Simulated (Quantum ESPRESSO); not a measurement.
Records of electronic-structure calculations.

## MnGePd: which magnetic order is lowest

Symmetry: P-62m, No. 189, hexagonal system. Conventional cell: a = 6.639 Å, b = 6.639 Å, c = 3.577 Å, α = 90.00°, β = 90.00°, γ = 120.00°. Mn has 5 Ge at 2.69 to 2.71 Å and 6 Pd at 2.84 to 2.97 Å nearest. Ge has 3 Pd at 2.50 Å and 6 Mn at 2.69 Å nearest. Nearest to Ge lie 6 Pd at 2.48 Å and 3 Mn at 2.71 Å. Nearest to Pd lie 4 Ge at 2.48 to 2.50 Å and 6 Mn at 2.84 to 2.97 Å and 2 Pd at 2.98 Å. Farther neighbours are not listed.

```
method                  : LDA; plane waves with GBRV 1.5 LDA potentials, no spin-orbit coupling (and 1 further level or step)
program                 : Quantum ESPRESSO 7.5
settings of one run     : GBRV 1.5 LDA, cutoff 544.23 eV, 8×8×8 k-mesh, 88 bands, fermi-dirac occupations, smearing width 0.1 eV, collinear spin, SCF threshold 1.80e-8, mesh matched on, starting moments 3.5 3.5 3.5 0 0 0 0 0 0 μB
cost                    : 2 runs, 14 min in all on 4 MPI ranks of Arm Neoverse V2, shared host (the runs of this entry)
notes                   : The run is spin-polarised, with a total moment of 9.76 μB a cell (absolute 11.07).
lowest state found      : ferromagnetic (from ferro +++)
largest site moment     : 3.31 μB
next state with moments : ferrimagnetic, 156 meV a seeded atom higher
```

This is the lowest of 2 collinear or spinless starts, no proof of the ground state. Energies are free energies at an electronic temperature of 1160 K, which lowers moments and differences where the moments are itinerant.

[Logs and program files are shortened in this print: banners, set-up blocks, solver, clock and traceback lines can be left out without a mark of their own.]

[Logs are printed without paths, hosts, clocks, repeated set-up lines and the standing remarks that a program may print on its own settings, such as how far it seeks lower states.]

[Hosts, paths, dates, database ids (printed as entryN), source tags and the programs' standing remarks are cut or masked in the printed files.]

[Where a cell is said to come from a database of computed structures, the database is the Materials Project.]
